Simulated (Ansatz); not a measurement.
# SrHfTe3 (built on the sites of a database entry of SrHfO3): a soft mode frozen in, part 2 of 2

Aim: this structure of SrHfTe3 (built on the sites of a database entry of SrHfO3) is to be tested for unstable modes, and one is followed downhill.

Ansatz 0.2.0; DFT PBEsol, scalar-relativistic, plane waves, norm-conserving pseudopotentials.

So far, highest frequency on the path or at a solved wavevector (cm⁻¹): step 2 (the dispersion) 209. Also lowest frequency on the path (cm⁻¹): step 2 -72.1.

The structure was built from a prototype and need not be the compound's stable phase.

## 4. The mode frozen in, largest atomic shift 0.6 Å

The atoms are moved along the unstable eigenvector, the largest shift by 0.6 Å, with the cell fixed.

File input.yaml:

```yaml
crystal:
  lattice:
    - [5.5376898064, 5.5376898064, 0.0]
    - [5.5376898064, 0.0, 5.5376898064]
    - [5.5376898064, 0.0, -5.5376898064]
  atoms:
    - { symbol: Sr, position: [0.5, 0.25, 0.75] }
    - { symbol: Sr, position: [0.5, 0.75, 0.25] }
    - { symbol: Hf, position: [0.0, 0.0, 0.0] }
    - { symbol: Hf, position: [0.0, 0.5, 0.5] }
    - { symbol: Te, position: [0.0, 0.288306955, 0.211693045] }
    - { symbol: Te, position: [0.0, 0.711693045, 0.788306955] }
    - { symbol: Te, position: [0.5, 0.711693045, 0.788306955] }
    - { symbol: Te, position: [0.5, 0.288306955, 0.211693045] }
    - { symbol: Te, position: [0.07661391, 0.17338609, 0.67338609] }
    - { symbol: Te, position: [-0.07661391, 0.82661391, 0.32661391] }
kpoints:
  mp_grid: { grid: [6, 6, 6] }
hamiltonian:
  xc: pbesol
  pseudopotentials: { kind: nc }
scf:
  occupations: { method: methfessel_paxton, width: 0.2 }
output:
  forces: true
  stress: true
  eigenvalues: true
```

The run is started by

```sh
> ansatz run input.yaml --threads 8 --pin off --max-ram 14336MiB --backend cpu --events-out ev --progress --plain --runs-dir out
```

Numbers of over 12 decimals in the logs are rounded to 6 here.

The program printed:

```text
[...]
Crystal: 10 atoms, lattice volume = 339.638 Å³
Basis set: ecut = 1120 eV, 28811 PW (Γ), exchange–correlation on 180×180×180 points (8 copies of the dense FFT grid, shifted against one another)
Bands: 84, of which v1, the nominal top of the filled ones, is band 70 counted from 1 (69 counted from 0)
Symmetry: 8 space group operations
[...]
k-points: 46 of 216
[...]
k-point 0: bands = [... 66 lower, 8.2208, 8.3390, 8.4447, 8.4850, 8.7199, 8.7790, 9.2834, 9.9779, ... 10 higher]
  k-point 1: bands = [... 66 lower, 8.0855, 8.1268, 8.3329, 8.5383, 8.9754, 9.0945, 9.3624, 10.0955, ... 10 higher]
  k-point 2: bands = [... 66 lower, 7.8637, 7.9873, 8.2608, 8.2855, 9.4001, 9.4581, 9.7175, 10.2642, ... 10 higher]
  k-point 45: bands = [... 66 lower, 7.4460, 7.4970, 7.5886, 8.0564, 9.4935, 10.1275, 10.1585, 10.1935, ... 10 higher]
[key lines of the parts left out:]
SCF converged after 10 iterations
Free energy (F): -22018.523520 eV
Fermi energy:    8.742149 eV
P = ⅓ Tr σ = -0.9333 GPa (-9.333 kbar)
```

Run time: 41 s. Hardware: 8 threads of Arm Neoverse V2, shared host; peak memory 6.5 GiB.

This step gave:

| Quantity | Value |
| --- | --- |
| pressure | -0.9333 GPa |
| energy from the undistorted cell | -122.2 meV/atom |

The energy, extrapolated to zero smearing, is -122.23 meV/atom against the undistorted cell.

The run ends at a pressure of -0.93 GPa, with forces up to 0.51 eV/Å.

## 5. Energy along the mode, all amplitudes (two of the runs are shown above)

An imaginary frequency means negative curvature, so the energy should fall and then rise again as anharmonic terms take over.

Numbers from this step:

```yaml
depth_at_the_lowest_point_sampled: 122.2 meV/atom
largest_atomic_shift_at_that_point: 0.6 Å
```

Energy from the parent against largest atomic shift:

```
largest atomic shift (Å)  energy from the parent (meV/atom)
                   0.000                                  0
                   0.040                             -0.915
                   0.080                              -3.63
                   0.140                              -10.8
                   0.220                              -25.3
                   0.320                              -49.3
                   0.450                              -84.7
                   0.600                               -122
```

Displacement at unit largest shift by atom:

```
atom   x (Å)   y (Å)   z (Å)   size
 Sr1   0.000   0.000   0.000  0.000
 Sr2   0.000   0.000   0.000  0.000
 Hf3   0.000   0.000   0.000  0.000
 Hf4   0.000   0.000   0.000  0.000
 Te5   0.000   0.000   0.707  0.707
 Te6   0.000   0.000  -0.707  0.707
 Te7   0.000   0.000  -0.707  0.707
 Te8   0.000   0.000   0.707  0.707
 Te9  -0.707   0.707   0.000  1.000
Te10   0.707  -0.707   0.000  1.000
```

The lowest of the steps tried is the last one, at 0.6 Å, 122 meV/atom below the parent; the bottom of the well need not coincide with a step.

## 6. Relaxation from the frozen mode

Starting from the lowest point found, all atoms and the cell are let go, so that strain and other modes of the same symmetry can join in.

input.yaml: that of step 4 with these lines changed.

```diff
@@ -27 +27,6 @@
   eigenvalues: true
+relax:
+  adjacent_minimum: "off"
+  f_tol: 0.002
+  max_steps: 120
+  cell: { stress_tol: 0.03 }
```

The program printed:

```text
[...]
Crystal: 10 atoms, lattice volume = 339.638 Å³
Basis set: ecut = 1120 eV, 28811 PW (Γ), exchange–correlation on 180×180×180 points (8 copies of the dense FFT grid, shifted against one another)
Bands: 84, of which v1, the nominal top of the filled ones, is band 70 counted from 1 (69 counted from 0)
Symmetry: 8 space group operations
[...]
k-points: 46 of 216
[...]
SCF iter   1: F=—  HF=-22020.238833 eV  |F-HF|=—  |Δ(HF+E_count)|=         —  Δρ=3.15e-2  dr2=5.54e0  ethr=3.10e-3  ⟨swp⟩=11.1  Hψ=19308  notcnv=0
[...]
SCF iter  10: F=-22018.523520 eV  HF=-22018.523520 eV  |F-HF|=1.67e-8  |Δ(HF+E_count)|=   1.43e-8  S|Δr|=    0.00e0  Δρ=3.75e-6  dr2=8.91e-8  ethr=7.14e-11  ⟨swp⟩=17.8  Hψ=27061  notcnv=0
SCF 1 converged in 10 iterations: F = -22018.523520 eV  dr2 = 8.91e-8
relax step   1: F+E_penalty+E_count = -22018.52351973 eV  Δ(F+E_penalty+E_count) = +0.000e0 eV  max|allowed force component| = 5.095e-1 eV/Å  Δτ_max = 0.0000 Å  P = -0.933 GPa  Ω = 339.638 Å³  (10 SCF iters, dr2 threshold 1.00e-7 eV, accepted)
Crystal: 10 atoms, lattice volume = 332.405 Å³
Basis set: ecut = 1120 eV, 28301 PW (Γ), exchange–correlation on 180×180×180 points (8 copies of the dense FFT grid, shifted against one another)
[...]
SCF iter   8: F=-22019.003668 eV  HF=-22019.003668 eV  |F-HF|=1.28e-7  |Δ(HF+E_count)|=   2.07e-7  S|Δr|=    0.00e0  Δρ=5.11e-6  dr2=2.80e-7  ethr=7.14e-10  ⟨swp⟩=11.6  Hψ=20819  notcnv=0
SCF 2 converged in 8 iterations: F = -22019.003668 eV  dr2 = 2.80e-7
relax step   2: F+E_penalty+E_count = -22019.00366788 eV  Δ(F+E_penalty+E_count) = -4.801e-1 eV  max|allowed force component| = 2.696e-1 eV/Å  Δτ_max = 0.1926 Å  P = -0.673 GPa  Ω = 332.405 Å³  energy of the carried Pulay correction = +6.845e-4 eV  (8 SCF iters, dr2 threshold 1.00e-6 eV, accepted)
Crystal: 10 atoms, lattice volume = 323.902 Å³
Basis set: ecut = 1120 eV, 27493 PW (Γ), exchange–correlation on 180×180×180 points (8 copies of the dense FFT grid, shifted against one another)
[...]
SCF iter   8: F=-22019.034949 eV  HF=-22019.034949 eV  |F-HF|=3.37e-8  |Δ(HF+E_count)|=   1.75e-7  S|Δr|=    0.00e0  Δρ=5.46e-6  dr2=2.65e-7  ethr=7.14e-10  ⟨swp⟩=6.0  Hψ=15405  notcnv=0
SCF 3 converged in 8 iterations: F = -22019.034949 eV  dr2 = 2.65e-7
relax step   3: F+E_penalty+E_count = -22019.03494923 eV  Δ(F+E_penalty+E_count) = -3.128e-2 eV  max|allowed force component| = 3.061e-1 eV/Å  Δτ_max = 0.1949 Å  P = +0.710 GPa  Ω = 323.902 Å³  energy of the carried Pulay correction = +1.522e-3 eV  (8 SCF iters, dr2 threshold 1.00e-6 eV, accepted)
[...]
relax step   4: F+E_penalty+E_count = -22019.10670931 eV  Δ(F+E_penalty+E_count) = -7.176e-2 eV  max|allowed force component| = 7.433e-2 eV/Å  Δτ_max = 0.0854 Å  P = -0.040 GPa  Ω = 327.877 Å³  energy of the carried Pulay correction = +1.126e-3 eV  (7 SCF iters, dr2 threshold 1.00e-6 eV, accepted)
[...]
relax step   5: F+E_penalty+E_count = -22019.11164323 eV  Δ(F+E_penalty+E_count) = -4.934e-3 eV  max|allowed force component| = 1.090e-2 eV/Å  Δτ_max = 0.0172 Å  P = +0.076 GPa  Ω = 327.479 Å³  energy of the carried Pulay correction = +1.165e-3 eV  (6 SCF iters, dr2 threshold 3.45e-7 eV, accepted)
[...]
relax step   6: F+E_penalty+E_count = -22019.11198430 eV  Δ(F+E_penalty+E_count) = -3.411e-4 eV  max|allowed force component| = 8.651e-3 eV/Å  Δτ_max = 0.0053 Å  P = -0.053 GPa  Ω = 328.293 Å³  energy of the carried Pulay correction = +1.085e-3 eV  (6 SCF iters, dr2 threshold 8.25e-8 eV, accepted)
[...]
relax step   7: F+E_penalty+E_count = -22019.11219358 eV  Δ(F+E_penalty+E_count) = -2.093e-4 eV  max|allowed force component| = 6.780e-4 eV/Å  Δτ_max = 0.0028 Å  P = +0.003 GPa  Ω = 327.970 Å³  energy of the carried Pulay correction = +1.117e-3 eV  (6 SCF iters, dr2 threshold 2.39e-8 eV, accepted)
[...]
SCF iter   7: F=-22019.111209 eV  HF=-22019.111209 eV  |F-HF|=1.09e-11  |Δ(HF+E_count)|=  1.46e-11  S|Δr|=    0.00e0  Δρ=2.68e-8  dr2=2.51e-12  ethr=1.00e-12  ⟨swp⟩=5.2  Hψ=13624  notcnv=0
SCF 8 converged in 7 iterations: F = -22019.111209 eV  dr2 = 2.51e-12
relax step   8: F+E_penalty+E_count = -22019.11120858 eV  Δ(F+E_penalty+E_count) = +9.850e-4 eV  max|allowed force component| = 6.690e-4 eV/Å  Δτ_max = 0.0000 Å  P = +0.000 GPa  Ω = 327.970 Å³  stress off target by 3.92e-3 GPa  SCF on the basis re-selected at this cell (its energy is not comparable with the rows above)  (7 SCF iters)
basis re-selected at this cell: Δ(F+E_penalty+E_count) = +9.850e-4 eV, ΔP = -0.003 GPa vs the last step (what re-selecting the basis moved, of the pressure what is left beyond the Pulay correction that the steps carried, after the strain that the cell walked since its last selection, with what the two solves' SCF thresholds leave and, on support functions, any second-order correction that the steps lacked; it is no m [...]
SCF converged after 7 iterations
[...]
Free energy (F): -22019.111209 eV
[...]
Internal energy: -22019.117665 eV  (E = F + TS)
E sigma→0 (E₀):  -22019.112823 eV
Entropy (-TS):   0.006456 eV (0.646 meV/atom)
Fermi energy:    8.968249 eV
[...]
--- Forces (eV/Å), atoms counted from 1 ---
  atom   1  Sr    -0.00001406     0.00001406     0.00000000
  atom   2  Sr     0.00001406    -0.00001406    -0.00000000
  atom   3  Hf     0.00000000     0.00000000    -0.00000000
  atom   4  Hf    -0.00000000     0.00000000    -0.00000000
  atom   5  Te    -0.00000000     0.00000000    -0.00066902
  atom   6  Te     0.00000000    -0.00000000     0.00066902
  atom   7  Te     0.00000000    -0.00000000     0.00066902
  atom   8  Te     0.00000000     0.00000000    -0.00066902
  atom   9  Te    -0.00015314     0.00015314     0.00000000
  atom  10  Te     0.00015314    -0.00015314    -0.00000000
  max |Σ_I F_I| component: 4.77e-18 eV/Å
--- Stress (GPa, compression-positive) ---
       -0.000632       0.003285      -0.000000
        0.003285      -0.000632       0.000000
       -0.000000       0.000000       0.002013
  P = ⅓ Tr σ = 0.0002 GPa (0.002 kbar)
--- Band table (eV; the first three rows and the last of 46) ---
  k-point 0: bands = [... 66 lower, 8.3512, 8.3554, 8.9332, 8.9822, 9.0759, 9.2849, 9.7296, 10.2876, ... 10 higher]
  k-point 1: bands = [... 66 lower, 8.1735, 8.5550, 8.6006, 8.7471, 9.2587, 9.5715, 9.8662, 10.4433, ... 10 higher]
  k-point 2: bands = [... 66 lower, 8.1954, 8.2430, 8.3969, 8.6676, 9.6302, 9.9138, 10.1632, 10.5945, ... 10 higher]
  k-point 45: bands = [... 66 lower, 7.8096, 7.9319, 7.9859, 8.1094, 9.8801, 10.2159, 10.3595, 10.3950, ... 10 higher]
--- Relaxed structure (7 steps of the walk, 7 accepted, 1 SCFs on fresh bases) ---
  F+E_penalty+E_count = -22019.11120858 eV   max|allowed force component| = 6.690e-4 eV/Å   (the final SCF, on the basis selected at the relaxed cell)
  cell:  # Å, volume = 327.9703 Å³
    - [5.483013, 5.483013, 0.0]
    - [5.511737, -0.028724, 5.398079]
    - [5.511737, -0.028724, -5.398079]
  atoms:
    - { symbol: Sr, position: [0.474682, 0.275318, 0.775318] }
    - { symbol: Sr, position: [0.525318, 0.724682, 0.224682] }
    - { symbol: Hf, position: [0, 0, 0] }
    - { symbol: Hf, position: [0.0, 0.5, 0.5] }
    - { symbol: Te, position: [0.0, 0.311787, 0.188213] }
    - { symbol: Te, position: [0.0, 0.688213, 0.811787] }
    - { symbol: Te, position: [0.5, 0.688213, 0.811787] }
    - { symbol: Te, position: [0.500000, 0.311787, 0.188213] }
    - { symbol: Te, position: [0.111029, 0.138971, 0.638971] }
    - { symbol: Te, position: [-0.111029, 0.861029, 0.361029] }
```

Elapsed: 5.8 min, on 8 threads; peak memory 6.6 GiB; 46 min of CPU time.

The steps of the relaxation:

```csv
step,energy less that of the first step (eV),largest force component (eV/Å),pressure (GPa),volume (Å³)
1,0.0000,0.5095,-0.93,339.64
2,-0.4801,0.2696,-0.67,332.41
3,-0.5114,0.3061,0.71,323.90
4,-0.5832,0.0743,-0.04,327.88
5,-0.5881,0.0109,0.08,327.48
6,-0.5885,0.0087,-0.05,328.29
7,-0.5887,0.0007,0.00,327.97
8*,-0.5877,0.0007,0.00,327.97
```

Relaxation steps marked * repeat the geometry before them on a plane-wave basis chosen anew for their cell, so energy and pressure can jump there.

The run keeps the 8 symmetry operations that it works with, so distortions that break them were not tested.

| conventional cell, symmetrised | before | after | change |
| --- | --- | --- | --- |
| a (Å) | 7.831 | 7.754 | -1.0 % |
| b (Å) | 11.075 | 10.796 | -2.5 % |
| c (Å) | 7.831 | 7.835 | +0.1 % |
| volume (Å³/atom) | 33.96 | 32.80 | -3.4 % |

The atoms that moved most (Å, as changes of fractional coordinates times the final cell):

| atom | dx | dy | dz | length |
| --- | --- | --- | --- | --- |
| Te10 | 0.191 | -0.191 | 0.000 | 0.270 |
| Te9 | -0.191 | 0.191 | 0.000 | 0.270 |
| Te7 | 0.000 | 0.000 | -0.253 | 0.253 |
| Te6 | 0.000 | 0.000 | -0.253 | 0.253 |
| Te5 | 0.000 | 0.000 | 0.253 | 0.253 |
| Te8 | 0.000 | 0.000 | 0.253 | 0.253 |
| Sr1 | 0.140 | -0.140 | 0.000 | 0.198 |
| Sr2 | -0.140 | 0.140 | 0.000 | 0.198 |

The relaxed structure:

```
Sr Hf Te
1.0
     5.48301    5.48301    0.00000
     5.51174   -0.02872    5.39808
     5.51174   -0.02872   -5.39808
Sr Hf Te
2 2 6
Direct
  0.47468 0.27532 0.77532
  0.52532 0.72468 0.22468
  0.00000 0.00000 0.00000
  0.00000 0.50000 0.50000
  0.00000 0.31179 0.18821
  0.00000 0.68821 0.81179
  0.50000 0.68821 0.81179
  0.50000 0.31179 0.18821
  0.11103 0.13897 0.63897
  0.88897 0.86103 0.36103
```

Numbers from this step:

* pressure: 2.50e-4 GPa
* volume per atom: 32.80 Å³

The distorted start has space group Imma; the relaxation ends in Imma.

## 7. Outcome

```json
{
 "unstable mode of the parent": "q = (-0.5, -0.5, -0.5), 72i cm⁻¹",
 "depth at the lowest point sampled": "122 meV/atom",
 "largest atomic shift at that point": "0.6 Å",
 "space group reached (within 0.01 Å)": "Imma",
 "energy gained over the parent (first relaxation, on the mesh of the frozen mode)": "181 meV/atom",
 "volume per atom, phase reached": "32.8 Å³"
}
```

**Reading.** Along this mode the structure falls into Imma, 181 meV/atom below the parent. At the parent's cell the well is 122.2 meV/atom deep on the steps tried, with its lowest point at a shift of 0.6 Å. That is the last step tried, so the steps alone don't bracket the bottom of the well. Relaxing atoms and cell changes the gain by +58.85 meV/atom against the lowest step (energies at zero smearing). The modes of the phase reached were not computed on this path. Of the 3 patterns followed to their end from this parent, this one reaches the lowest energy. Each path keeps the symmetry of its pattern, so a lower phase may lie along a pattern not tried. With no gap, or one that is small against the smearing, the frequencies hang on the k mesh and the smearing, most of all near Kohn anomalies. A semilocal functional can close a gap that the real compound would have, so the metallic treatment may be an artefact of the level. Spin-orbit coupling is left out, which can matter for the heavy elements here. A phonon run warned that its eigensolver left some bands unconverged in a pass. The starting cell was built on a prototype and not taken from a measurement, so the phase need not exist.

[Logs are printed without paths, hosts, clocks, repeated set-up lines and the standing remarks that a program may print on its own settings, such as how far it seeks lower states.]

[Hosts, paths, dates, database ids (printed as entryN), source tags and the programs' standing remarks are cut or masked in the printed files.]
